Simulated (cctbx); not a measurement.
# What is wrong with this refinement?

Cell a = 4.8240 Å, b = 4.8240 Å, c = 10.5850 Å, α = 90.00°, β = 90.00°, γ = 90.00°; space group P4/nmm (no. 129, origin choice 1). The compound is TbEuSn2.

The data are simulated with cctbx, not measured: Mo Kα, λ = 0.71073 Å, to d = 0.7 Å, 70 % of the full sphere, strongest reflection 70000 counts, noise from counting, a 6 % proportional error and a noise floor of 4 counts (s.d.); no absorption, and some extinction, which the refinements don't model.

An anisotropic refinement with weights 1/σ² prints:

```text
Rint 0.051, 29 unique reflections to 1.62 A
cycle     R1     wR2    GooF  max shift (A)
   1  0.0381  0.0523   2.045   0.01645
   2  0.0224  0.0319   1.248   0.00000
final R1 0.0224 wR2 0.0319 GooF 1.248  parameters 10  data/parameter 2.9
atom        x        y        z      Ueq    occ   su(xyz)  su(Uiso or U11)
Tb1    0.50000  0.00000  0.75316   0.0129  1.000  0.00024  0.0025
Eu1    0.50000  0.50000  0.00000   0.0211  1.000  0.00000  0.0023
Sn1    0.50000  0.50000  0.50000   0.0169  1.000  0.00000  0.0027
Sn2    0.50000  0.00000  0.18398   0.0075  1.000  0.00042  0.0026  NPD
difference map: max 0.52 min -0.83 rms 0.27
Q1    0.2349  0.2651  0.1228    8    0.53  1.92 A from Sn2
Q2    0.2390  0.2610  0.3717    8    0.47  2.10 A from Tb1
```

Q: Accept it or mend it, and why?

Mend it. The fault: data cut at low resolution. Against the right model at the same level, R1 goes from 0.0204 to 0.0224 and GooF from 1.19 to 1.25 and Sn2 goes non-positive-definite. The atoms are right, but there are too few data for the parameters: R1 flatters and the s.u.s grow. Data per parameter fall from 26.2 to 2.9.

The compound is TbEuSn2. The right model at the same level gives:

```text
Rint 0.047, 262 unique reflections to 0.70 A
cycle     R1     wR2    GooF  max shift (A)
   1  0.0310  0.0958   3.498   0.00268
   2  0.0204  0.0325   1.187   0.00000
final R1 0.0204 wR2 0.0325 GooF 1.187  parameters 10  data/parameter 26.2
atom        x        y        z      Ueq    occ   su(xyz)  su(Uiso or U11)
Tb1    0.50000  0.00000  0.75332   0.0097  1.000  0.00002  0.0001
Eu1    0.50000  0.50000  0.00000   0.0172  1.000  0.00000  0.0001
Sn1    0.50000  0.50000  0.50000   0.0119  1.000  0.00000  0.0001
Sn2    0.50000  0.00000  0.18578   0.0089  1.000  0.00003  0.0001
difference map: max 0.85 min -4.55 rms 0.50
Q1    0.2544  0.2456  0.2122    8    0.87  1.70 A from Sn2
Q2    0.2289  0.2711  0.4576    8    0.82  1.77 A from Sn1
Q3    0.1613  0.2028  0.8263   16    0.73  1.64 A from Sn2
Q4    0.1129  0.2080  0.3259   16    0.69  1.73 A from Tb1
Q5    0.2313  0.2687  0.0436    8    0.68  1.77 A from Eu1
Q6    0.1008  0.2886  0.4191   16    0.63  1.71 A from Sn1
```

This is a model crystal, built by substitution and not relaxed, with assumed displacement parameters.

[Middle refinement cycles are left out of these outputs.]

[Logs are printed without paths, hosts, clocks, repeated set-up lines and the standing remarks that a program may print on its own settings, such as how far it seeks lower states.]
